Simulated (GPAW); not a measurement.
# Surface energy and work function of Ti(0001) from slabs of 3 to 12 layers (RPBE)

How do energy and work function of Ti(0001) films settle with thickness, and what surface energy follows?

**Method.** GPAW 26.7.0, plane waves at 450 eV with PAW setups; symmetric 1×1 slabs cut at the tabulated lattice constant (two decimals; low-temperature values for the alkali metals), atoms at bulk places, 7.5 Å of vacuum on each side, one in-plane mesh for all thicknesses, Fermi-Dirac smearing of 0.1 eV. Energies are extrapolated to zero smearing and count from the program's reference atoms. Functional RPBE. The cell's area is 7.537 Å².

Results, with one row withheld:

```tsv
layers	energy (eV)	work function (eV)
3	−16.9320	4.27
4	−23.1454	4.30
5	−29.3910	4.31
6	−35.6328	4.30
7	−41.8766	4.30
8	−48.1187	4.30
9	−54.3624	4.30
10	−60.6057	4.30
11	−66.8487	4.30
12	?	?
```

Q: What surface energy do these runs give, and what energy and work function should the 12-layer slab have?

Worked answer. A slab of n layers has E(n) = nε + 2Aγ once its middle is bulk-like. A line through n = 6 to 11 has the slope ε = −6.2432 eV a layer and the intercept 2Aγ = 1.8260 eV (r.m.s. residual 0.3 meV). So γ = 1.8260 / (2 × 7.537 Å²) = 0.1211 eV/Å² = 1.94 J/m², with a standard error of under 0.01 J/m² from the scatter about the line. For 12 layers: 1.8260 + 12 × (−6.2432) = −73.092 eV; the run gives −73.092 eV, 0.0 meV under the line. The work function has no such law: from 6 to 11 layers it stays at 4.30 eV, and the 12-layer slab gives 4.30 eV. The thinnest slab, 3 layers, lies −0.03 eV from that mean.

Caveats: The surfaces are unrelaxed, so γ is an upper bound for this functional and lattice constant. The tabulated lattice constant isn't the functional's own, which strains the slab a little.

[Logs are printed without paths, hosts, clocks, repeated set-up lines and the standing remarks that a program may print on its own settings, such as how far it seeks lower states.]
